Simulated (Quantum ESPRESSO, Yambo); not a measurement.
**WSe2 (P6_3/mmc): G0W0 in Yambo against the screening cutoff**

Wanted: the cheapest screening cutoff that holds the gap of WSe2 (P6_3/mmc).

Main program and level: Yambo 5.3.0; PBE and many-body steps on it, plane waves.

Most raw output is cut from this account.

The database entry behind the starting cell differs from later determinations by our own check (a about 0.2 % long), so it need not match the best structure at ambient conditions.

## (1) Set-up

The structure is hexagonal, space group P6_3/mmc (No. 194). Conventional cell: a = 3.290 Å, b = 3.290 Å, c = 12.970 Å, α = 90.00°, β = 90.00°, γ = 120.00°. Nearest to W lie 6 Se at 2.53 Å. Nearest to Se lie 3 W at 2.53 Å. Farther neighbours and most contacts between anions are not listed.

Coordinates:

```xyz
6
Lattice="3.2900 0.0000 0.0000 -1.6450 2.8492 0.0000 0.0000 0.0000 12.9700" Properties=species:S:1:pos:R:3 pbc="T T T"
W     0.0000    1.8995    3.2425
W     1.6450    0.9497    9.7275
Se    0.0000    1.8995    8.0544
Se    1.6450    0.9497    1.5694
Se    0.0000    1.8995   11.4006
Se    1.6450    0.9497    4.9156
```

The cell and positions come from the Crystallography Open Database and are kept as given unless a step says otherwise. Spin-orbit coupling is left out unless a step names it.

## (2) 1.5 Ha

This step: Yambo 5.3.0; G0W0 on PBE, plane waves, norm-conserving pseudopotentials.

G0W0 replaces the xc potential by the self-energy, built once from these orbitals. Only a window of levels is corrected, while the sums run over the empty bands that the input names.

File gw7.in:

```
HF_and_locXC
gw0
dyson
ppa
em1d
rim_cut
RandQpts= 1000000
RandGvec= 1 RL
EXXRLvcs= 104 Ry
VXCRLvcs= 416 Ry
Chimod= "HARTREE"
% BndsRnXp
 1 | 121 |
%
NGsBlkXp= 3 Ry
% LongDrXp
 1 | 1 | 1 |
%
% GbndRnge
 1 | 121 |
%
DysSolver= "n"
ExtendOut
PPAPntXp= 27.21138 eV
% QPkrange
 1 | 1 | 61 | 64 |
 5 | 5 | 61 | 64 |
 7 | 7 | 61 | 64 |
%
```

The run is started by

```console
OMP_NUM_THREADS=2 mpirun -n 4 yambo -F gw7.in -J gw7 -C gw7 > gw7.log
```

The job ended after 2.5 min (4 MPI ranks of Arm Neoverse V2, shared host; peak memory 6.2 GiB; 16 min of CPU time).

Numbers from this step:

| Item | Value |
| --- | --- |
| G0W0 gap on the points computed | 1.121 eV |
| starting gap on the mesh | 0.9791 eV |
| k of the valence top | 0, 0, 0 |
| k of the conduction bottom | 0.1667, 0.1667, 0 |
| least direct G0W0 gap on the computed points | 2.041 eV |
| Z at the valence top | 0.8038 |
| Z at the conduction bottom | 0.8100 |

The gap on the mesh goes from 0.98 eV to 1.12 eV, a correction of +0.14 eV.

## (3) 2.25 Ha

gw8.in, as its differences from gw7.in of step 2:

```diff
@@ -14,3 +14,3 @@
 %
-NGsBlkXp= 3 Ry
+NGsBlkXp= 4.5 Ry
 % LongDrXp
```

The run is started by

```console
OMP_NUM_THREADS=2 mpirun -n 4 yambo -F gw8.in -J gw8 -C gw8 > gw8.log
```

Wall time 2.6 min (4 MPI ranks); peak memory 6.4 GiB.

Numbers from this step:

| Property | Result |
| --- | --- |
| G0W0 gap on the points computed | 1.119 eV |
| starting gap on the mesh | 0.9791 eV |
| k of the valence top | 0, 0, 0 |
| k of the conduction bottom | 0.1667, 0.1667, 0 |
| least direct G0W0 gap on the computed points | 2.054 eV |
| Z at the valence top | 0.8029 |
| Z at the conduction bottom | 0.8091 |

Against the run before, the gap moves by −0.002 eV.

## (4) 4.5 Ha

gw9.in, as its differences from gw8.in of step 3:

```diff
@@ -14,3 +14,3 @@
 %
-NGsBlkXp= 4.5 Ry
+NGsBlkXp= 9 Ry
 % LongDrXp
```

The run is started by

```console
OMP_NUM_THREADS=2 mpirun -n 4 yambo -F gw9.in -J gw9 -C gw9 > gw9.log
```

Wall time 3.5 min (4 MPI ranks); peak memory 6.2 GiB.

Numbers from this step:

* G0W0 gap on the points computed: 1.185 eV
* starting gap on the mesh: 0.9791 eV
* k of the valence top: 0, 0, 0
* k of the conduction bottom: 0.1667, 0.1667, 0
* least direct G0W0 gap on the computed points: 2.063 eV

Against the run before, the gap moves by +0.066 eV.

## (5) 5.5 Ha

gw10.in, as its differences from gw9.in of step 4:

```diff
@@ -14,3 +14,3 @@
 %
-NGsBlkXp= 9 Ry
+NGsBlkXp= 11 Ry
 % LongDrXp
```

The run is started by

```console
OMP_NUM_THREADS=2 mpirun -n 4 yambo -F gw10.in -J gw10 -C gw10 > gw10.log
```

Run time: 4.9 min. Hardware: 4 MPI ranks; peak memory 6.2 GiB.

This step gave:

```
G0W0 gap on the points computed              : 1.192 eV
starting gap on the mesh                     : 0.9791 eV
k of the valence top                         : 0, 0, 0
k of the conduction bottom                   : 0.1667, 0.1667, 0
least direct G0W0 gap on the computed points : 2.069 eV
```

Against the run before, the gap moves by +0.007 eV.

## (6) 7 Ha

gw11.in, as its differences from gw10.in of step 5:

```diff
@@ -14,3 +14,3 @@
 %
-NGsBlkXp= 11 Ry
+NGsBlkXp= 14 Ry
 % LongDrXp
```

The run is started by

```console
OMP_NUM_THREADS=2 mpirun -n 4 yambo -F gw11.in -J gw11 -C gw11 > gw11.log
```

It took 7.7 min on 4 MPI ranks; peak memory 6.3 GiB.

This step gave:

```
G0W0 gap on the points computed              : 1.197 eV
starting gap on the mesh                     : 0.9791 eV
k of the valence top                         : 0, 0, 0
k of the conduction bottom                   : 0.1667, 0.1667, 0
least direct G0W0 gap on the computed points : 2.071 eV
```

Against the run before, the gap moves by +0.005 eV.

## (7) Side by side

Times are wall times on 4 MPI ranks of Arm Neoverse V2, shared host, good to a factor of about two.

```
    run   mesh  bands  screening cutoff (eV)  DFT gap (eV)  gap on the mesh (eV)  direct (eV)     time
 1.5 Ha  6×6×1    121                   40.8         0.979                 1.121        2.041  2.5 min
2.25 Ha  6×6×1    121                   61.2         0.979                 1.119        2.054  2.6 min
 4.5 Ha  6×6×1    121                  122.5         0.979                 1.185        2.063  3.5 min
 5.5 Ha  6×6×1    121                  149.7         0.979                 1.192        2.069  4.9 min
   7 Ha  6×6×1    121                  190.5         0.979                 1.197        2.071  7.7 min
```

## (8) Outcome

| Item | Value |
| --- | --- |
| 1.5 Ha | 1.121 eV |
| 2.25 Ha | 1.119 eV |
| 4.5 Ha | 1.185 eV |
| 5.5 Ha | 1.192 eV |
| 7 Ha | 1.197 eV |
| known limits | not at the basis limit; no spin-orbit coupling; coarse k mesh |

The setting moved: screening cutoff. From 1.5 Ha to 7 Ha the gap moves by +0.08 eV, for 3.1 times the time. It holds to 0.03 eV from 4.5 Ha on. Bands and screening cutoff are coupled, so a series along one setting does not show full convergence. Bands and cutoff are finite, so the gap is not at the basis limit. The miss can reach some tenths of an eV and take either sign; the mesh is an error of its own. In the G0W0 runs levels were corrected at 3 k points alone, so a gap called «on the mesh» is the least over those, and an edge elsewhere would be missed. The 6×6×1 mesh is coarse for this cell, which bears on the long-range parts of exchange and screening. The many-body steps are scalar-relativistic: spin-orbit coupling is not in them.

[Paths, hosts, dates, memory and timing lines, banners, echoed tables and standing remarks are left out of the program output.]

[Logs are printed without paths, hosts, clocks, repeated set-up lines and the standing remarks that a program may print on its own settings, such as how far it seeks lower states.]

[Runs of the session that timed out or met a known fault of the program may be left out.]

[Hosts, paths, dates, database ids (printed as entryN), source tags and the programs' standing remarks are cut or masked in the printed files.]
